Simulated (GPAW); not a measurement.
# Zr2CO2 MXene monolayer: work function by functional and basis, part 2 of 2

Wanted: work functions and dipole of Zr2CO2 MXene monolayer, with the cost of each level. Where a layer proves gapped, the work function hangs on where the smearing puts the Fermi level, and the band edges take its place.

GPAW 26.7.0; GPAW, PAW setups; layer in a repeated cell with vacuum, relaxation of atoms and in-plane cell (the session's first sound run).

So far, upper work function (eV): step 3 (the slab's potential, PBE, GPAW) 4.88; step 5 (self-consistent run: xc = "RPBE") 4.72; step 6 (self-consistent run: xc = "vdW-DF2", GPAW, PAW setups, GPAW) 5.32; step 7 (self-consistent run: xc = "LDA") 5.26; step 8 (OptPBE vdW: xc = "optPBE-vdW", GPAW, PAW setups, GPAW) 5.11.

**9. Real-space grid: mode = "fd"**

Level of this step: GPAW, PAW setups; slab in vacuum (GPAW).

A real-space grid is a second complete basis, so it checks the plane-wave result.

run.py

```python
import json
import numpy as np
from ase import Atoms
from gpaw import GPAW

slab = Atoms(
    ['O', 'Zr', 'C', 'Zr', 'O'],
    positions=[
        [0.00000, 1.89499, 8.00000],
        [1.64111, 0.94749, 8.92181],
        [-0.00000, -0.00000, 10.32116],
        [0.00000, 1.89499, 11.72052],
        [1.64111, 0.94749, 12.64233]],
    cell=[[3.28222, 0.0, 0.0], [-1.64111, 2.84249, 0.0], [0.0, 0.0, 20.6423]],
    pbc=[True, True, False])

slab.calc = GPAW(mode='fd', h=0.18, xc='PBE', kpts={'size': (12, 12, 1), 'gamma': True},
                 occupations={'name': 'fermi-dirac', 'width': 0.05}, nbands='160%',
                 convergence={'density': 1e-05}, maxiter=200,
                 poissonsolver={'dipolelayer': 'xy'},
                 symmetry={'tolerance': 1e-3}, txt='slab.txt')
result = {}
energy = slab.get_potential_energy()
fermi = slab.calc.get_fermi_level()
v = slab.calc.get_electrostatic_potential().mean((0, 1)) - fermi
n = slab.calc.get_pseudo_density().mean((0, 1))
L = slab.cell[2, 2]
z = np.arange(len(v)) * L / len(v)
low, high = slab.positions[:, 2].min(), slab.positions[:, 2].max()
below, above = np.interp([low - 5.8, high + 5.8], z, v)
slopes = [np.interp(x, z, np.gradient(v, z)) for x in (low - 5.8, high + 5.8)]
eps = np.array([[slab.calc.get_eigenvalues(k, s) for k in range(len(slab.calc.get_ibz_k_points()))]
                for s in range(slab.calc.get_number_of_spins())]) - fermi
top, bottom = eps[eps < 0].max(), eps[eps > 0].min()
dipole = slab.get_dipole_moment()[2]
print(f'energy {energy:.4f} eV, Fermi level {fermi:.4f} eV, dipole {dipole:.5f} e A')
print(f'potential 5.8 A off the faces, from the Fermi level: lower {below:.4f} eV, upper {above:.4f} eV')
print(f'slope of the potential there: lower {slopes[0]:.5f}, upper {slopes[1]:.5f} eV/A')
print(f'nearest levels on the mesh: {top:.4f} and {bottom:.4f} eV')
print('magnetic moment', round(slab.get_magnetic_moment(), 3))
result.update(energy=energy, fermi=fermi, dipole=dipole, below=below, above=above, slopes=slopes, edges=[top, bottom],
              z=z.tolist(), v=v.tolist(), n=n.tolist(), positions=slab.positions.tolist(),
              forces=slab.get_forces(apply_constraint=False).tolist(), moments=slab.get_magnetic_moments().tolist())
json.dump(result, open('result.json', 'w'))
```

Launch:

```console
$ OMP_NUM_THREADS=1 OPENBLAS_NUM_THREADS=1 python run.py
```

Output:

```text
energy -46.0454 eV, Fermi level -4.8922 eV, dipole 0.00042 e A
potential 5.8 A off the faces, from the Fermi level: lower 4.8963 eV, upper 4.8880 eV
slope of the potential there: lower -0.00000, upper 0.00000 eV/A
nearest levels on the mesh: -0.4410 and 0.4940 eV
magnetic moment 0.0
```

It took 2.7 min on 1 thread of AMD EPYC 7B13 (Zen 3), shared host; peak memory 0.62 GiB.

Numbers from this step:

```yaml
dipole_along_the_normal: 4.24e-4 e·Å
levels_nearest_the_fermi_level_on_the_mesh: -0.4410, 0.4940 eV from the Fermi level
upper_work_function: 4.888 eV
lower_work_function: 4.896 eV
upper_ionisation_energy: 5.329 eV
```

The highest filled level lies 0.441 eV under the Fermi level, so the ionisation energy from the upper face is 4.888 + 0.441 = 5.329 eV, against 5.319 eV in the base run.

**10. Atomic orbitals: mode = "lcao"**

Atom-centred orbitals end a few angstrom from the surface, which tests how much the density's tail matters.

Edit run.py of step 9 so:

```diff
@@ -16,4 +16,4 @@
 
-slab.calc = GPAW(mode='fd', h=0.18, xc='PBE', kpts={'size': (12, 12, 1), 'gamma': True},
-                 occupations={'name': 'fermi-dirac', 'width': 0.05}, nbands='160%',
+slab.calc = GPAW(mode='lcao', basis='dzp', h=0.18, xc='PBE', kpts={'size': (12, 12, 1), 'gamma': True},
+                 occupations={'name': 'fermi-dirac', 'width': 0.05}, nbands='120%',
                  convergence={'density': 1e-05}, maxiter=200,
```

Output:

```text
energy -43.3846 eV, Fermi level -5.0846 eV, dipole 0.00042 e A
potential 5.8 A off the faces, from the Fermi level: lower 5.0887 eV, upper 5.0804 eV
slope of the potential there: lower -0.00000, upper -0.00000 eV/A
nearest levels on the mesh: -0.4107 and 0.4670 eV
magnetic moment 0.0
```

The job ended after 5.6 min (1 thread; peak memory 0.3 GiB).

This step gave:

- dipole along the normal: 4.25e-4 e·Å
- levels nearest the Fermi level on the mesh: -0.4107, 0.4670 eV from the Fermi level
- upper work function: 5.080 eV
- lower work function: 5.089 eV
- upper ionisation energy: 5.491 eV

The electrostatic potential energy of an electron (without an applied field's), less the Fermi level, planar mean by z:

z (Å), electrostatic potential energy of an electron (without an applied field's), less the Fermi level, planar mean (eV) and a bar from the least value:
```
        0        5.1 ##############################
        1        5.1 ##############################
        2        5.1 ##############################
        3        5.1 ##############################
        4        5.1 ##############################
        5        5.1 ##############################
        6        5.1 ##############################
        7        4.3 #############################
        8      -12.5 ##########
        9      -21.7 
       10       -6.0 ##################
       11       -6.8 #################
       12      -18.8 ###
       13       -2.4 ######################
       14        4.9 ##############################
       15        5.1 ##############################
       16        5.1 ##############################
       17        5.1 ##############################
       18        5.1 ##############################
       19        5.1 ##############################
       20        5.1 ##############################
```

The highest filled level lies 0.411 eV under the Fermi level, so the ionisation energy from the upper face is 5.080 + 0.411 = 5.491 eV, against 5.319 eV in the base run.

**11. All levels side by side**

Times are for 1 thread of AMD EPYC 7B13 (Zen 3), shared host. The series side by side:

```tsv
no.	run	upper ionisation energy (eV)	time	memory (GiB)
1	pw	5.319	52 s	0.25
2	revPBE	5.180	47 s	0.26
3	RPBE	5.172	48 s	0.25
4	vdW DF2	5.823	66 s	0.43
5	LDA	5.668	46 s	0.26
6	optPBE vdW	5.574	77 s	0.43
7	fd	5.329	2.7 min	0.62
8	lcao	5.491	5.6 min	0.3
```

**12. Side by side**

Results and costs are gathered.

This step: comparison of work functions, dipole and cost (GPAW 26.7.0).

Ladder, by row:

```tsv
step	code	work function, upper (eV)	work function, lower (eV)	dipole (e Å)	wall time (s)	peak memory (GiB)	threads
pw	GPAW	4.881	4.89	4.39e-4	52.12	0.25	1
revPBE	GPAW	4.735	4.743	4.39e-4	47.48	0.26	1
RPBE	GPAW	4.723	4.732	4.39e-4	48.33	0.25	1
vdW-DF2	GPAW	5.323	5.331	4.39e-4	65.86	0.43	1
LDA	GPAW	5.26	5.268	4.40e-4	46.03	0.26	1
optPBE-vdW	GPAW	5.113	5.121	4.39e-4	76.76	0.43	1
fd	GPAW	4.888	4.896	4.24e-4	164.6	0.62	1
lcao	GPAW	5.08	5.089	4.25e-4	336.9	0.3	1
```

**13. A changed run**

One more run, with changed settings.

This step: GPAW, PAW setups; slab in vacuum (GPAW 26.7.0).

Edit run.py of step 10 so:

```diff
@@ -3,3 +3,3 @@
 from ase import Atoms
-from gpaw import GPAW
+from gpaw import GPAW, PW
 
@@ -16,5 +16,5 @@
 
-slab.calc = GPAW(mode='lcao', basis='dzp', h=0.18, xc='PBE', kpts={'size': (12, 12, 1), 'gamma': True},
-                 occupations={'name': 'fermi-dirac', 'width': 0.05}, nbands='120%',
-                 convergence={'density': 1e-05}, maxiter=200,
+slab.calc = GPAW(mode=PW(500), xc='PBE', kpts={'size': (12, 12, 1), 'gamma': True},
+                 occupations={'name': 'fermi-dirac', 'width': 0.05}, nbands='80%',
+                 convergence={'density': 1e-05}, maxiter=75,
                  poissonsolver={'dipolelayer': 'xy'},
```

Output:

```text
ValueError: Too few bands!  Electrons: 40.0, bands: 80%
```

Wall time 1.2 s (1 thread); peak memory 0.1 GiB.

The program refused the input before any cycle.

The program's message: “ValueError: Too few bands! Electrons: 40.0, bands: 80%”

The change that led to it: nbands = "80 % of the filled bands".

**14. What came out**

| Property | Result |
| --- | --- |
| work function, upper and lower face (Fermi level placed in the gap by the smearing) | 4.881 and 4.890 eV |
| ionisation energy from the upper face (highest filled level on the mesh) | 5.32 eV |
| electron affinity from the upper face (lowest empty Kohn-Sham level on the mesh) | 4.39 eV |
| dipole along the normal | 4.4e-4 e Å |

**Reading.** With plane waves and PBE the ionisation energy from the upper face is 5.32 eV and the Kohn-Sham electron affinity 4.39 eV. The levels nearest the Fermi level on the mesh lie 0.924 eV apart, so the slab is gapped there: the smearing puts the Fermi level inside the gap, and from either face the ionisation energy is the work function plus 0.44 eV. Both are Kohn-Sham levels on the mesh, and semilocal gaps are too small, so the affinity tends to come out too large and the ionisation energy too small. Work functions of a gapped slab move with the place of the Fermi level in the gap; over the runs without a planted fault the highest filled level on the mesh lies 5.17 (RPBE) to 5.82 eV (vdW-DF2) under the upper vacuum level. The small printed dipole stands for a step of -8.5 meV from the lower to the upper face, and the probes find -8.3 meV; values this small are near the numerical noise of both. The layer's cell and atoms come from the relaxation; spin-orbit coupling and temperature are left out.

[Logs are printed without paths, hosts, clocks, repeated set-up lines and the standing remarks that a program may print on its own settings, such as how far it seeks lower states.]

[Hosts, paths, dates, database ids (printed as entryN), source tags and the programs' standing remarks are cut or masked in the printed files.]
